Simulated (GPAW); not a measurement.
# MnGaGe: cost and accuracy of all numerical settings together

Two starts of MnGaGe are run at each rung of all numerical settings together. Which rung is enough?

Method: LDA; plane waves with GPAW's PAW setups, scalar-relativistic, in GPAW 26.7.0.

This is a report of a sequence of runs, with most program output left out.

### Step 1. The structure

The structure is tetragonal, space group P4/nmm (No. 129). The conventional cell has a = 3.946 Å, b = 3.946 Å, c = 5.911 Å, α = 90.00°, β = 90.00°, γ = 90.00°. Mn has 4 Ge at 2.58 Å and 4 Ga at 2.64 Å and 4 Mn at 2.79 Å nearest. Nearest to Ga lie 5 Ge at 2.50 to 2.79 Å and 4 Mn at 2.64 Å. Nearest to Ge lie 5 Ga at 2.50 to 2.79 Å and 4 Mn at 2.58 Å. Farther neighbours are not listed.

The cell comes from a database of computed structures and need not be the stable phase.

### Step 2. Rung 1 (280 eV, mesh 4×4×2), start ferro ++

Several settings change at once from rung to rung, from a quick look to a careful run; the headings and inputs name them.

The input, order1.py:

```python
import json
import numpy as np
from ase import Atoms
from ase.parallel import paropen, parprint
from gpaw import GPAW

atoms = Atoms(['Mn', 'Mn', 'Ga', 'Ga', 'Ge', 'Ge'],
    cell=[[3.945957, 0.0, 0.0],
         [0.0, 3.945957, 0.0],
         [0.0, 0.0, 5.910882]],
    scaled_positions=[[0.0, 0.0, 0.0],
         [0.5, 0.5, 0.0],
         [0.0, 0.5, 0.703773],
         [0.5, 0.0, 0.296227],
         [0.0, 0.5, 0.280947],
         [0.5, 0.0, 0.719053]],
    pbc=True,
    magmoms=[3.5, 3.5, 0.0, 0.0, 0.0, 0.0])
atoms.calc = GPAW(mode={'name': 'pw', 'ecut': 280},
    xc='LDA',
    kpts={'size': (4, 4, 2), 'gamma': True},
    occupations={'name': 'fermi-dirac', 'width': 0.2},
    convergence={'density': 1e-05, 'energy': 1e-05},
    maxiter=200,
    symmetry={'tolerance': 1e-4},
    txt='order1.txt')
e = atoms.get_potential_energy(force_consistent=True)
res = {'free_energy': e, 'energy_sigma0': atoms.get_potential_energy(), 'fermi_energy': atoms.calc.get_fermi_level()}
res['moments'] = atoms.get_magnetic_moments().tolist()
res['total'] = atoms.get_magnetic_moment()
parprint('site moments (muB):', np.round(res['moments'], 3))
parprint(f"total moment: {res['total']:.3f} muB")
parprint(f'free energy: {e:.6f} eV')
atoms.calc.write('order1.gpw')
with paropen('results.json', 'w') as f:
    json.dump(res, f)
```

Run with:

```console
$ OMP_NUM_THREADS=1 mpirun -n 2 gpaw python order1.py > order1.log
```

Run time: 14 s. Hardware: 2 MPI ranks of Arm Neoverse V1, shared host; peak memory 0.35 GiB.

Spin moment in the augmentation sphere by atom:

```
atom  spin moment in the augmentation sphere (μB)
 Mn1                                         1.83
 Mn2                                         1.83
 Ga3                                        -0.03
 Ga4                                        -0.03
 Ge5                                        -0.03
 Ge6                                        -0.03
```

Numbers from this step:

| Item | Value |
| --- | --- |
| magnetization | 3.622 μB |
| final state | ferromagnetic |

After 15 cycles the largest moment stands at 1.83 μB.

### Step 3. Rung 1 (280 eV, mesh 4×4×2), start antiferro +-

The second start gives the energy difference between the two end states, the quantity that is followed up the ladder.

order2.py is the script of step 2 with these lines changed:

```diff
@@ -17,3 +17,3 @@
     pbc=True,
-    magmoms=[3.5, 3.5, 0.0, 0.0, 0.0, 0.0])
+    magmoms=[3.5, -3.5, 0.0, 0.0, 0.0, 0.0])
 atoms.calc = GPAW(mode={'name': 'pw', 'ecut': 280},
@@ -25,3 +25,3 @@
     symmetry={'tolerance': 1e-4},
-    txt='order1.txt')
+    txt='order2.txt')
 e = atoms.get_potential_energy(force_consistent=True)
@@ -33,3 +33,3 @@
 parprint(f'free energy: {e:.6f} eV')
-atoms.calc.write('order1.gpw')
+atoms.calc.write('order2.gpw')
 with paropen('results.json', 'w') as f:
```

Run with:

```console
$ OMP_NUM_THREADS=1 mpirun -n 2 gpaw python order2.py > order2.log
```

Run time: 12 s. Hardware: 2 MPI ranks; peak memory 0.35 GiB.

Spin moment in the augmentation sphere by atom:

```
atom  spin moment in the augmentation sphere (μB)
 Mn1                                         1.98
 Mn2                                        -1.98
 Ga3                                         0.00
 Ga4                                         0.00
 Ge5                                         0.00
 Ge6                                         0.00
```

Read from the output:

```
magnetization : 0 μB
final state   : antiferromagnetic
```

This start lies +58.7 meV a seeded atom from the first; its largest moment is 1.98 μB.

### Step 4. Rung 2 (380 eV, mesh 4×4×4), start ferro ++

order1.py is the script of step 2 with these lines changed:

```diff
@@ -18,6 +18,6 @@
     magmoms=[3.5, 3.5, 0.0, 0.0, 0.0, 0.0])
-atoms.calc = GPAW(mode={'name': 'pw', 'ecut': 280},
+atoms.calc = GPAW(mode={'name': 'pw', 'ecut': 380},
     xc='LDA',
-    kpts={'size': (4, 4, 2), 'gamma': True},
-    occupations={'name': 'fermi-dirac', 'width': 0.2},
+    kpts={'size': (4, 4, 4), 'gamma': True},
+    occupations={'name': 'fermi-dirac', 'width': 0.15},
     convergence={'density': 1e-05, 'energy': 1e-05},
```

Run with:

```console
$ OMP_NUM_THREADS=1 mpirun -n 2 gpaw python order1.py > order1.log
```

Wall time 30 s (2 MPI ranks); peak memory 0.39 GiB.

Numbers from this step:

```yaml
magnetization: 3.607 μB
final_state: ferromagnetic
largest_moment: 1.831 μB
```

The largest moment is that of rung 1, at 2.1 times its CPU time.

### Step 5. Rung 2 (380 eV, mesh 4×4×4), start antiferro +-

order2.py is the script of step 3 with these lines changed:

```diff
@@ -18,6 +18,6 @@
     magmoms=[3.5, -3.5, 0.0, 0.0, 0.0, 0.0])
-atoms.calc = GPAW(mode={'name': 'pw', 'ecut': 280},
+atoms.calc = GPAW(mode={'name': 'pw', 'ecut': 380},
     xc='LDA',
-    kpts={'size': (4, 4, 2), 'gamma': True},
-    occupations={'name': 'fermi-dirac', 'width': 0.2},
+    kpts={'size': (4, 4, 4), 'gamma': True},
+    occupations={'name': 'fermi-dirac', 'width': 0.15},
     convergence={'density': 1e-05, 'energy': 1e-05},
```

Run with:

```console
$ OMP_NUM_THREADS=1 mpirun -n 2 gpaw python order2.py > order2.log
```

Elapsed: 29 s, on 2 MPI ranks; peak memory 0.38 GiB.

Numbers from this step:

```yaml
magnetization: 0 μB
final_state: antiferromagnetic
largest_moment: 2.103 μB
```

This start lies +89.7 meV a seeded atom from the first, a change of +31.0 meV since rung 1; its largest moment is 2.10 μB.

### Step 6. Rung 3 (500 eV, mesh 6×6×6), start ferro ++

order1.py is the script of step 4 with these lines changed:

```diff
@@ -18,6 +18,6 @@
     magmoms=[3.5, 3.5, 0.0, 0.0, 0.0, 0.0])
-atoms.calc = GPAW(mode={'name': 'pw', 'ecut': 380},
+atoms.calc = GPAW(mode={'name': 'pw', 'ecut': 500},
     xc='LDA',
-    kpts={'size': (4, 4, 4), 'gamma': True},
-    occupations={'name': 'fermi-dirac', 'width': 0.15},
+    kpts={'size': (6, 6, 6), 'gamma': True},
+    occupations={'name': 'fermi-dirac', 'width': 0.1},
     convergence={'density': 1e-05, 'energy': 1e-05},
```

Run with:

```console
$ OMP_NUM_THREADS=1 mpirun -n 2 gpaw python order1.py > order1.log
```

Run time: 96 s. Hardware: 2 MPI ranks; peak memory 0.5 GiB; 3.2 min of CPU time.

Numbers from this step:

| Property | Result |
| --- | --- |
| magnetization | 3.754 μB |
| final state | ferromagnetic |
| largest moment | 1.893 μB |

The largest moment moves by +0.06 μB from rung 2, at 3.2 times its CPU time.

### Step 7. Rung 3 (500 eV, mesh 6×6×6), start antiferro +-

order2.py is the script of step 5 with these lines changed:

```diff
@@ -18,6 +18,6 @@
     magmoms=[3.5, -3.5, 0.0, 0.0, 0.0, 0.0])
-atoms.calc = GPAW(mode={'name': 'pw', 'ecut': 380},
+atoms.calc = GPAW(mode={'name': 'pw', 'ecut': 500},
     xc='LDA',
-    kpts={'size': (4, 4, 4), 'gamma': True},
-    occupations={'name': 'fermi-dirac', 'width': 0.15},
+    kpts={'size': (6, 6, 6), 'gamma': True},
+    occupations={'name': 'fermi-dirac', 'width': 0.1},
     convergence={'density': 1e-05, 'energy': 1e-05},
```

Run with:

```console
$ OMP_NUM_THREADS=1 mpirun -n 2 gpaw python order2.py > order2.log
```

It took 74 s on 2 MPI ranks; peak memory 0.49 GiB; 2.5 min of CPU time.

Numbers from this step:

```yaml
magnetization: 0 μB
final_state: antiferromagnetic
largest_moment: 2.218 μB
```

This start lies +104.7 meV a seeded atom from the first, a change of +15.0 meV since rung 2; its largest moment is 2.22 μB.

### Step 8. Rung 4 (700 eV, mesh 8×8×8), start ferro ++

order1.py is the script of step 6 with these lines changed:

```diff
@@ -18,6 +18,6 @@
     magmoms=[3.5, 3.5, 0.0, 0.0, 0.0, 0.0])
-atoms.calc = GPAW(mode={'name': 'pw', 'ecut': 500},
+atoms.calc = GPAW(mode={'name': 'pw', 'ecut': 700},
     xc='LDA',
-    kpts={'size': (6, 6, 6), 'gamma': True},
-    occupations={'name': 'fermi-dirac', 'width': 0.1},
+    kpts={'size': (8, 8, 8), 'gamma': True},
+    occupations={'name': 'fermi-dirac', 'width': 0.05},
     convergence={'density': 1e-05, 'energy': 1e-05},
```

Run with:

```console
$ OMP_NUM_THREADS=1 mpirun -n 2 gpaw python order1.py > order1.log
```

Elapsed: 4.4 min, on 2 MPI ranks; peak memory 0.85 GiB; 8.9 min of CPU time.

Read from the output:

- magnetization: 3.793 μB
- final state: ferromagnetic
- largest moment: 1.914 μB

The largest moment moves by +0.02 μB from rung 3, at 2.8 times its CPU time.

### Step 9. Rung 4 (700 eV, mesh 8×8×8), start antiferro +-

order2.py is the script of step 7 with these lines changed:

```diff
@@ -18,6 +18,6 @@
     magmoms=[3.5, -3.5, 0.0, 0.0, 0.0, 0.0])
-atoms.calc = GPAW(mode={'name': 'pw', 'ecut': 500},
+atoms.calc = GPAW(mode={'name': 'pw', 'ecut': 700},
     xc='LDA',
-    kpts={'size': (6, 6, 6), 'gamma': True},
-    occupations={'name': 'fermi-dirac', 'width': 0.1},
+    kpts={'size': (8, 8, 8), 'gamma': True},
+    occupations={'name': 'fermi-dirac', 'width': 0.05},
     convergence={'density': 1e-05, 'energy': 1e-05},
```

Run with:

```console
$ OMP_NUM_THREADS=1 mpirun -n 2 gpaw python order2.py > order2.log
```

Run time: 3.4 min. Hardware: 2 MPI ranks; peak memory 0.81 GiB; 6.7 min of CPU time.

This step gave:

```
magnetization  : 0 μB
final state    : antiferromagnetic
largest moment : 2.289 μB
```

This start lies +103.1 meV a seeded atom from the first, a change of -1.6 meV since rung 3; its largest moment is 2.29 μB.

### Step 10. The rungs together

Ladder, by row:

```csv
rung,cutoff (eV),mesh,smearing (eV),state from the first start,state from the second start,second less first (meV a seeded atom),"moment, first (μB)","moment, second (μB)",CPU time (s)
1,280,4x4x2,0.2,ferromagnetic,antiferromagnetic,58.7,1.829,1.983,52.89
2,380,4x4x4,0.15,ferromagnetic,antiferromagnetic,89.72,1.831,2.103,116.8
3,500,6x6x6,0.1,ferromagnetic,antiferromagnetic,104.7,1.893,2.218,339.8
4,700,8x8x8,0.05,ferromagnetic,antiferromagnetic,103.1,1.914,2.289,935.5
```

### Step 11. Outcome

```
range of the moment in the table, first start             : 1.83 to 1.91 μB
range of CPU time                                         : 53 s to 16 min
range of the energy difference                            : 58.7 to 105 meV a seeded atom
first rung from which all stay within 5.2 meV of the last : 3
```

What this shows: From rung 3 on the result stays within 1.6 meV of the last rung, inside the margin of 5.2 meV set for it, at 36 % of the last rung's cost. The first start ends lower on every rung of the table; whether functional and cell give the true order is another question.

[Logs and program files are shortened in this print: banners, set-up blocks, solver, clock and traceback lines can be left out without a mark of their own.]

[Logs are printed without paths, hosts, clocks, repeated set-up lines and the standing remarks that a program may print on its own settings, such as how far it seeks lower states.]

[Hosts, paths, dates, database ids (printed as entryN), source tags and the programs' standing remarks are cut or masked in the printed files.]

[Where a cell is said to come from a database of computed structures, the database is the Materials Project.]
